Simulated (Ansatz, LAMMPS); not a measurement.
# Static equation of state of glassy 68TiO2-32SiO2 (mol %) (84 atoms)

Density of this cell: 3.14 g/cm³. The cell holds 84 atoms: 19 Ti, 9 Si and 56 O. Its edges and angles: a = 10.431 Å, b = 10.148 Å, c = 10.285 Å, α = 90.8°, β = 91.3°, γ = 90.3°. The starting structure: 84 atoms (19 Ti, 9 Si, 56 O) placed at random at 3.07 g/cm³, melted at 4000 K for 10 ps at fixed volume with the Morse and Coulomb pair potential with partial charges (Pedone, Malavasi, Menziani, Cormack and Segre, J. Phys. Chem. B 110, 11780 (2006)). Quenched from 4000 K to 300 K at 10 K/ps and fixed volume, held 10 ps at zero pressure.

Calculated with Ansatz 0.2.0: Kohn-Sham DFT, PBE, PAW (set soft_2), plane waves; cutoff 420 eV, Γ point, gaussian smearing of 0.025 eV. Cell and atoms were relaxed first, to V0 = 12.957 Å³ an atom at a residual P0 = 0.016 GPa. The cell was then scaled evenly, and the atoms were relaxed at each volume.

| volume (Å³/atom) | pressure (GPa) |
| --- | --- |
| 11.661 | ? |
| 12.179 | 6.097 |
| 12.568 | 2.842 |
| 13.345 | -2.270 |
| 13.734 | -3.634 |

Task: Fit the third-order Birch–Murnaghan equation to the rows given and extrapolate to the withheld row.

**Working.**

Take the Eulerian strain f = ½[(V0/V)^(2/3) − 1] and the normalised pressure F = (P − P0) / [3f(1 + 2f)^(5/2)]. The third-order Birch–Murnaghan equation is then the line F = B0 + (3/2)B0(B′ − 4) f, so u = f and v = F.

```
      u = f  v = F (GPa)
  0.0210564      86.8249
  0.0102568      87.2882
-0.00975656      82.0643
 -0.0190506      70.3801
```

With n = 4: mean u = 6.2650e-4, mean v = 81.6394, Σ(u − ū)² = 0.0010051, Σ(u − ū)(v − v̄) = 0.37748. Slope b = 0.37748 / 0.0010051 = 375.55; intercept a = v̄ − b ū = 81.404.

So B0 = a = 81.4 GPa and B′ = 4 + 2b/(3a) = 7.08. At the withheld volume f = 0.03638, F = a + b f = 95.07 GPa, and P = P0 + 3f(1 + 2f)^(5/2) F.

Prediction at 11.661: 12.38 GPa. The run gave 6.413 GPa, so the fit is high by 6.0 GPa (93 % of the value).

The series isn't one smooth equation of state: even a line fitted to all rows, the withheld one included, misses F by up to 37.0 %, the count of bonds changes along the series and an atom moves over 0.5 Å in some relaxation. B0 and B′ are then only the numbers of this fit, not moduli of the material. Among the rows given, the largest miss of the fit is at 13.734, by 0.20 GPa (2.0 % of the range of the table).

Limits: Static cells at zero temperature; the cell shape is held. The program notes that the SCF threshold of these relaxations is loose for the stress. The quench rate of 10 K/ps is many orders above laboratory rates, so the cell is likely richer in defects and strain than a real sample. The network of bonds at the start is that of the classical potential that made the cell, and needn't be the one that DFT or experiment would give. Only the Γ point is sampled, in a cell whose shortest periodic width is 10 Å.

[Logs are printed without paths, hosts, clocks, repeated set-up lines and the standing remarks that a program may print on its own settings, such as how far it seeks lower states.]

[Hosts, paths, dates, database ids (printed as entryN), source tags and the programs' standing remarks are cut or masked in the printed files.]
